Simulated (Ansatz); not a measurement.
# Sr2MoO4 (I4/mmm): Hubbard U and Hund's J by constrained RPA

Aim: U, U′ and J for the Mo t2g shell of Sr2MoO4 (I4/mmm).

Method: non-magnetic LDA, then constrained RPA, plane waves, PAW, in Ansatz 0.2.0.

### 1. Set-up

The structure is tetragonal, space group I4/mmm (No. 139). The conventional cell has a = 3.917 Å, b = 3.917 Å, c = 12.859 Å, α = 90.00°, β = 90.00°, γ = 90.00°. Nearest to Sr lie 9 O at 2.45 to 2.78 Å. Nearest to Mo lie 6 O at 1.96 to 2.09 Å. Nearest to O lie 2 Mo at 1.96 Å and 4 Sr at 2.73 Å. Nearest to O lie 1 Mo at 2.09 Å and 5 Sr at 2.45 to 2.78 Å. Farther neighbours and most contacts between anions are not listed.

Structure file:

```cif
data_structure
_symmetry_space_group_name_H-M 'I4/mmm'
_symmetry_Int_Tables_number 139
_cell_length_a 3.9170
_cell_length_b 3.9170
_cell_length_c 12.8590
_cell_angle_alpha 90.000
_cell_angle_beta 90.000
_cell_angle_gamma 90.000
_cell_volume 197.29
loop_
_atom_site_label
_atom_site_type_symbol
_atom_site_symmetry_multiplicity
_atom_site_Wyckoff_symbol
_atom_site_fract_x
_atom_site_fract_y
_atom_site_fract_z
_atom_site_occupancy
Sr1 Sr 4 e 0.00000 0.00000 0.35244 1
Mo1 Mo 2 a 0.00000 0.00000 0.00000 1
O1 O 4 c 0.50000 0.00000 0.00000 1
O2 O 4 e 0.00000 0.00000 0.16226 1
```

 At the settings of the band run the largest force is still 0.06 eV/Å. The runs that relaxed it are not among those shown. The program's search for lower electronic states was switched off, so nothing shows that the state found is the lowest. The default PAW set here is soft_2. Its files were made with PBE.

### 2. LDA bands and orbital weights

This step: DFT, LDA, plane waves, PAW.

input.yaml reads:

```yaml
crystal:
  lattice:
    - [1.9585, -1.9585, 6.4295]
    - [-1.9585, 1.9585, 6.4295]
    - [-1.9585, -1.9585, -6.4295]
  atoms:
    - { symbol: Sr, position: [0.3524437529, 0.3524437529, 0.0] }
    - { symbol: Sr, position: [0.6475562471, 0.6475562471, 0.0] }
    - { symbol: Mo, position: [0.0, 0.0, 0.0] }
    - { symbol: O, position: [0.0, 0.5, 0.5] }
    - { symbol: O, position: [0.5, 0.0, 0.5] }
    - { symbol: O, position: [0.1622553395, 0.1622553395, 0.0] }
    - { symbol: O, position: [0.8377446605, 0.8377446605, 0.0] }
kpoints:
  mp_grid: { grid: [12, 12, 12] }
  band_path:
    path:
      - [[0.0, 0.0, 0.0], [0.0, 0.0, 0.5], [0.25, 0.25, 0.25], [0.0, 0.5, 0.0], [0.0, 0.0, 0.0], [0.5, 0.5, -0.5], [0.27319705, 0.72680295, -0.27319705]]
      - [[-0.27319705, 0.27319705, 0.27319705], [0.0, 0.0, 0.0]]
      - [[0.0, 0.0, 0.5], [-0.0463941, 0.0463941, 0.5]]
      - [[0.5, 0.5, -0.0463941], [0.5, 0.5, -0.5]]
    npoints: 10
hamiltonian:
  xc: lda
scf:
  occupations: { method: gaussian, width: 0.08 }
  n_extra_bands: 19
  max_iter: 150
  lower_state_search: "off"
output:
  eigenvalues: true
  forces: true
  stress: true
  fatbands: true
  write_density: true
  write_potential: true
  elf: true
  volumetric_format: npy
```

Command:

```
> ansatz run input.yaml --threads 8 --pin off --max-ram 18432MiB --backend cpu --events-out ev --progress --plain --runs-dir out
```

Numbers of over 12 decimals in the logs are rounded to 6 here.

Log:

```text
basis.fft_grid_basis auto: the FFT boxes are laid along the combinations [[1, -1, 0], [0, 1, 0], [1, 0, 1]] of the cell's own vectors, 5.539, 7.001 and 3.917 Å long. The dense box has 40×48×27 points. Along the cell's own vectors, as sized, it would have 48×48×48, 2.13 times as many. Of the 16 symmetry operations that the crystal satisfies within crystal.symmetry.tolerance (time reversal apart; of a slab, those that  [...]
scf.n_extra_bands = 19 over 29 filled bands (N_el = 58.0): the run solves 48 bands
Engine: ansatz 0.2.0, aarch64-unknown-linux-gnu
Pseudopotentials: kind: paw
Pseudopotential: Sr, paw, valence charge 10, recommended cutoff 420 eV (normal), Sr.paw.azcp
Pseudopotential: Mo, paw, valence charge 14, recommended cutoff 420 eV (normal), Mo.paw.azcp
Pseudopotential: O, paw, valence charge 6, recommended cutoff 420 eV (normal), O.paw.azcp
Functional definition: SPW92
  exchange = slater_x
  correlation = pw_c
Crystal: 7 atoms, lattice volume = 98.647 Å³
Basis set: ecut = 420 eV, 1929 PW (Γ), FFT grids on a1−a2, a2, a1+a3
Bands: 48, of which v1, the nominal top of the filled ones, is band 29 counted from 1 (28 counted from 0)
Symmetry: 16 space group operations
Space group: I4/mmm (ITA 139), of the structure as read, at distance tolerance 4.6e-5 Å
k-points: 163 of 1728
Non-local potential: Sr, projectors of the file, l = 0: 3, l = 1: 2, l = 2: 2
Non-local potential: Mo, projectors of the file, l = 0: 3, l = 1: 2, l = 2: 2, l = 3: 1
Non-local potential: O, projectors of the file, l = 0: 2, l = 1: 2, l = 2: 1
PAW form: soft (Blöchl's): semilocal exchange-correlation on the pseudo side does not see the compensation charge
PAW frozen core: Sr, regenerated for the run's functional, and the local potential with it (the file was generated under x = pbe(κ = 0.804, μ = 0.219515), c = pbe(β = 0.066725))
PAW frozen core: Mo, regenerated for the run's functional, and the local potential with it (the file was generated under x = pbe(κ = 0.804, μ = 0.219515), c = pbe(β = 0.066725))
PAW frozen core: O, regenerated for the run's functional, and the local potential with it (the file was generated under x = pbe(κ = 0.804, μ = 0.219515), c = pbe(β = 0.066725))
PAW one-centre angular grid: Sr, 110 points (default); XC on 64 Gauss nodes
PAW one-centre angular grid: Mo, 590 points (default); XC on 64 Gauss nodes
PAW one-centre angular grid: O, 110 points (default); XC on 64 Gauss nodes
Initial density: superposition of atomic densities (neutral atoms: chi_scale 0, normalization atom), corrected by the library's trained network
Initial wavefunctions: pseudopotential atomic-orbital guess
Functional: x = slater, c = lda
SCF iter   1: F=—  HF=-13960.947034 eV  |F-HF|=—  |Δ(HF+E_count)|=         —  Δρ=1.54e-2  dr2=1.96e-1  ethr=1.77e-3  ⟨swp⟩=6.7  Hψ=38054  notcnv=0  defer=1160
preconditioner: auto → LDOS  [metal: Δε(μ)=0.007 eV  Ē_g=16.158 eV  σ=0.080 eV  W_gap=0.05  n_scr=32 (ndim 8)  ℏωp=25.4 eV  f_vac=0.013  D(μ)=3.03/eV (n_scr^D=24)  β→1.0]
SCF iter   2: F=—  HF=-13960.922620 eV  |F-HF|=—  |Δ(HF+E_count)|=   2.44e-2  Δρ=1.15e-2  dr2=8.45e-2  ethr=3.38e-4  ⟨swp⟩=2.1  Hψ=13867  notcnv=0  defer=2096
SCF iter   3: F=—  HF=-13960.900498 eV  |F-HF|=—  |Δ(HF+E_count)|=   2.21e-2  Δρ=1.50e-3  dr2=2.07e-3  ethr=1.46e-4  ⟨swp⟩=2.0  Hψ=10429  notcnv=0  defer=2096
SCF iter   4: F=—  HF=-13960.900080 eV  |F-HF|=—  |Δ(HF+E_count)|=   4.18e-4  Δρ=3.05e-4  dr2=8.38e-5  ethr=3.58e-6  ⟨swp⟩=2.0  Hψ=7940  notcnv=0  defer=2096
SCF iter   5: F=—  HF=-13960.900062 eV  |F-HF|=—  |Δ(HF+E_count)|=   1.81e-5  Δρ=8.67e-5  dr2=1.14e-5  ethr=1.45e-7  ⟨swp⟩=2.0  Hψ=9431  notcnv=0  defer=2065
SCF iter   6: F=—  HF=-13960.900060 eV  |F-HF|=—  |Δ(HF+E_count)|=   1.98e-6  Δρ=4.40e-5  dr2=2.89e-6  ethr=1.97e-8  ⟨swp⟩=2.2  Hψ=7770  notcnv=0  defer=2065
SCF iter   7: F=—  HF=-13960.900060 eV  |F-HF|=—  |Δ(HF+E_count)|=   6.02e-7  Δρ=1.69e-5  dr2=2.15e-7  ethr=4.97e-9  ⟨swp⟩=2.4  Hψ=8999  notcnv=0  defer=2064
SCF iter   8: F=-13960.900060 eV  HF=-13960.900060 eV  |F-HF|=4.31e-9  |Δ(HF+E_count)|=   5.53e-8  Δρ=2.19e-6  dr2=6.23e-9  ethr=1.72e-10  ⟨swp⟩=16.9  Hψ=61510  notcnv=0
SCF 1 converged in 8 iterations: F = -13960.900060 eV  dr2 = 6.23e-9
  greatest PAW one-centre occupation: 0.999 electrons in one spin orbital (limit 2), on the Mo atom at site 2 (counted from 0), in its partial waves of l = 0
NSCF: frozen V_eff on 94 k-points
SCF converged after 8 iterations
Free energy (F): -13960.900060 eV
Harris-Foulkes:  -13960.900060 eV  (|F-HF|=4.31e-9)
Internal energy: -13960.890826 eV  (E = F + TS)
E sigma→0 (E₀):  -13960.895443 eV
Entropy (-TS):   -0.009233 eV (-1.319 meV/atom)
Fermi energy:    11.845781 eV
--- Per-component energies (eV) ---
  E_band       = -276.750475
  E_kinetic    = 1629.821221
  E_local      = -4057.537557  (includes V_loc(G=0)·N_el)
  E_nonlocal   = 757.687154
  E_hartree    = 1350.215467
  E_xc         = -817.463484
  E_vxc        = -927.689671  (∫ρ·V_xc dr)
  E_paw        = -8870.704397  (= ΣΔE_a)
  E_vpaw       = -379.469651  (= ΣTr[D̂ρ^β])
  E_aug_tail   = 0.009943  (compensation charges beyond the density's cutoff)
  E_ewald      = -3954.367947
  E_core_change = 1.448773  (= ΣΔE_core)
  E_smearing   = -0.009233  (= −TS)
  E_closure    = 0.000000  (closes the sum)
  Σ components = -13960.900060   (vs F -13960.900060, Δ=0.00e0)
--- Forces (eV/Å), atoms counted from 1 ---
  atom   1  Sr     0.00000000     0.00000000    -0.05767172
  atom   2  Sr     0.00000000    -0.00000000     0.05767172
  atom   3  Mo    -0.00000000    -0.00000000    -0.00000000
  atom   4  O      0.00000000    -0.00000000     0.00000000
  atom   5  O     -0.00000000     0.00000000     0.00000000
  atom   6  O      0.00000000    -0.00000000     0.01891005
  atom   7  O      0.00000000     0.00000000    -0.01891005
  max |Σ_I F_I| component: 2.08e-17 eV/Å
--- Stress (GPa, compression-positive) ---
       -8.009083       0.000000       0.000000
        0.000000      -8.009083       0.000000
       -0.000000      -0.000000      -7.038338
  P = ⅓ Tr σ = -7.6855 GPa (-76.855 kbar)
--- Band table (eV; the first three rows and the last of 163) ---
  k-point 0: bands = [... 25 lower, 8.7163, 8.7523, 8.7523, 10.0150, 11.1921, 11.1921, 13.2781, 14.0600, ... 15 higher]
  k-point 1: bands = [... 25 lower, 8.4994, 8.6942, 8.7197, 10.4486, 11.2283, 11.3136, 13.5859, 14.3103, ... 15 higher]
  k-point 2: bands = [... 25 lower, 8.1915, 8.5961, 8.6977, 11.3060, 11.4514, 11.6711, 14.2142, 14.8424, ... 15 higher]
  k-point 162: bands = [... 25 lower, 8.0091, 8.5510, 8.5510, 10.0200, 11.6516, 11.6516, 13.2981, 14.0713, ... 15 higher]
```

The job ended after 11 s (8 threads of Arm Neoverse V2, shared host; peak memory 0.87 GiB; 82 s of CPU time).

Numbers from this step:

```
pressure : -7.686 GPa
```

Electronic bands along the path, in eV, zero at the Fermi level:

```csv
point,band 26,band 27,band 28,band 29,band 30,band 31,band 32,band 33
Γ,-3.13,-3.09,-3.09,-1.83,-0.65,-0.65,1.43,2.21
halfway,-3.56,-3.32,-3.20,0.09,0.35,0.35,2.95,3.54
X,-3.54,-3.37,-2.90,1.27,1.53,1.95,2.62,3.92
halfway,-3.54,-3.27,-2.95,1.29,1.47,1.96,2.80,3.67
P,-3.54,-3.09,-3.09,1.36,1.36,1.97,3.21,3.21
halfway,-3.77,-3.35,-3.25,0.45,1.27,1.31,3.31,3.66
N,-3.63,-3.46,-3.37,-0.26,0.94,1.19,2.87,3.71
halfway,-3.59,-3.39,-3.20,-0.46,-0.34,0.06,2.57,2.92
Γ,-3.13,-3.09,-3.09,-1.83,-0.65,-0.65,1.43,2.21
halfway,-3.52,-3.21,-3.21,-1.83,-0.42,-0.42,1.74,1.85
M,-3.84,-3.29,-3.29,-1.83,-0.19,-0.19,1.45,2.23
halfway,-3.86,-3.46,-3.25,-0.54,-0.19,0.20,2.32,2.80
S,-3.63,-3.61,-3.30,-0.23,0.88,1.18,2.80,3.64
jump to S0,-3.63,-3.61,-3.30,-0.23,0.88,1.18,2.80,3.64
halfway,-3.54,-3.40,-3.20,-0.49,-0.16,0.16,2.58,3.13
Γ,-3.13,-3.09,-3.09,-1.83,-0.65,-0.65,1.43,2.21
jump to X,-3.54,-3.37,-2.90,1.27,1.53,1.95,2.62,3.92
halfway,-3.55,-3.38,-2.90,1.26,1.52,1.93,2.64,3.91
R,-3.56,-3.42,-2.90,1.21,1.49,1.88,2.67,3.88
jump to G,-3.56,-3.42,-2.90,1.21,1.49,1.88,2.67,3.88
halfway,-3.65,-3.41,-3.19,0.10,0.17,0.40,3.04,3.25
M,-3.84,-3.29,-3.29,-1.83,-0.19,-0.19,1.45,2.23
```

Of the projections kept (Mo 4d, O 2p), the largest for each band there; the rest of the weight can lie on other orbitals:

```
point    band 26    band 27    band 28     band 29     band 30     band 31     band 32     band 33
    Γ  O 2p 0.96  O 2p 0.98  O 2p 0.98  Mo 4d 0.98  Mo 4d 0.68  Mo 4d 0.68  Mo 4d 0.08  Mo 4d 0.72
    X  O 2p 0.99  O 2p 0.96  O 2p 0.98  Mo 4d 0.57  Mo 4d 0.65  Mo 4d 0.61   O 2p 0.03  Mo 4d 0.08
    P  O 2p 0.99  O 2p 0.96  O 2p 0.96  Mo 4d 0.59  Mo 4d 0.59  Mo 4d 0.61  Mo 4d 0.06  Mo 4d 0.06
    N  O 2p 0.95  O 2p 0.95  O 2p 0.92  Mo 4d 0.72  Mo 4d 0.68  Mo 4d 0.63  Mo 4d 0.65   O 2p 0.13
    Γ  O 2p 0.96  O 2p 0.98  O 2p 0.98  Mo 4d 0.98  Mo 4d 0.68  Mo 4d 0.68  Mo 4d 0.08  Mo 4d 0.72
    M  O 2p 0.88  O 2p 0.96  O 2p 0.96  Mo 4d 0.99  Mo 4d 0.67  Mo 4d 0.67           -  Mo 4d 0.75
```

ELF in the ac plane of the conventional cell at fractional y = 0.000, with atoms of Sr and Mo and O within 0.2 Å of it. It is the smooth field of the valence electrons, not physical close to the nuclei.

Ten even steps from '_' (0.02) to '@' (0.83), each cell a mean:
```
##%%**::++%%%%##%%%%--==####
====::..::++**##**==..::--==
####**--..__....__..::++**##
++%%@@##==..______::**%%@@##
%%@@@@##==..______::**%%@@%%
++====--..__________::--==++
++++==::____________..--==++
**%%@@##::__________++@@@@##
::**@@%%--________..**@@@@==
@@@@%%==....::::....::**@@@@
==--....==##%%%%%%**::..::==
____..==%%@@##++%%@@##::____
______--##@@%%##@@@@**::____
##**--..::++**##**==..::==**
##@@@@**..__....____--%%@@%%
::**@@@@--________..**@@@@==
%%@@%%**::__________--##@@%%
----::..______________..::--
####**==::________..--++**##
**%%@@%%++..______::**@@@@%%
**%%@@##--________..++%%@@%%
**++==::....::::::....--++++
++++--..--**%%%%##++::::==++
++%%##::++@@##++%%%%--==%%##
```
Columns run along a (3.9 Å), rows up along c (12.9 Å), edges of the conventional cell, whose origin can differ from the input's. Atoms in or near the plane, at fractional coordinates: Sr at (0.00, 0.35), Sr at (0.00, 0.65), Mo at (0.00, 0.00), O at (0.50, 0.00), O at (0.50, 0.50), O at (0.00, 0.16), O at (0.00, 0.84).

Electrostatic potential energy in the ac plane of the conventional cell at fractional y = 0.000, with atoms of Sr and Mo and O within 0.2 Å of it. With pseudopotentials it is smooth inside the atoms' cores, unlike the true potential.

Values in eV, 24 rows by 14 columns, each cell a mean:
```
-67 -55 -33  -7   4 -10 -26 -31 -20  -2   3 -17 -43 -62
-15  -9   0   8  11  12  10   9  11  12  10   5  -4 -12
 -8   0  10  13  14  14  14  13  14  14  14  13   6  -4
-43 -28  -5  14  14  14  13  13  13  14  14   9 -16 -36
-26 -15   4  14  14  14  13  13  13  14  14  12  -4 -21
  9  11  13  13  14  14  13  13  13  14  14  13  12  10
 -7  -2   4   8  11  12  13  13  13  12  10   6   1  -4
-80 -66 -31  -2   7  11  13  13  12  10   4 -11 -46 -75
-91 -89 -54  -8   5  10  12  13  12   9   2 -23 -74 -91
-51 -37 -13   3   9  12  13  13  13  11   7  -2 -22 -45
  4   5   8  11  12   9   2  -1   5  11  11  10   7   5
 12  12  13  13   8 -16 -35 -42 -28  -6  12  13  12  12
 10  11  12  13  10  -8 -26 -31 -20   0  12  12  11  11
 -4  -1   5   9  11  12  10   9  11  12  10   7   3  -3
-74 -61 -27  -1   7  11  13  13  12  10   5  -9 -41 -69
-91 -89 -55  -8   5  10  12  13  12   9   2 -24 -75 -91
-59 -43 -16   2   8  11  13  13  12  10   6  -4 -27 -52
  4   5   8  10  12  13  13  13  13  12  11   9   7   4
  3   8  13  14  14  14  13  13  14  14  14  14  11   5
-37 -25  -2  14  14  14  13  13  13  14  14  10 -12 -31
-35 -22  -1  14  14  14  13  13  13  14  14  10 -10 -29
  0   5  10  12  14  14  14  14  14  14  13  12   8   2
-32 -23  -9   4  10   8   2  -1   5  10   8  -1 -15 -28
-77 -64 -40 -11   1 -18 -35 -42 -29  -9   0 -23 -51 -71
```
Columns run along a (3.9 Å; values clipped at the 3rd and 97th percentile), rows up along c (12.9 Å), edges of the conventional cell, whose origin can differ from the input's. Atoms in or near the plane, at fractional coordinates: Sr at (0.00, 0.35), Sr at (0.00, 0.65), Mo at (0.00, 0.00), O at (0.50, 0.00), O at (0.50, 0.50), O at (0.00, 0.16), O at (0.00, 0.84).

(Continued in part 2 of 2.)

[Paths, hosts, dates, memory and timing lines, banners, echoed tables and standing remarks are left out of the program output.]

[Logs are printed without paths, hosts, clocks, repeated set-up lines and the standing remarks that a program may print on its own settings, such as how far it seeks lower states.]

[Runs of the session that timed out or met a known fault of the program may be left out.]

[Hosts, paths, dates, database ids (printed as entryN), source tags and the programs' standing remarks are cut or masked in the printed files.]
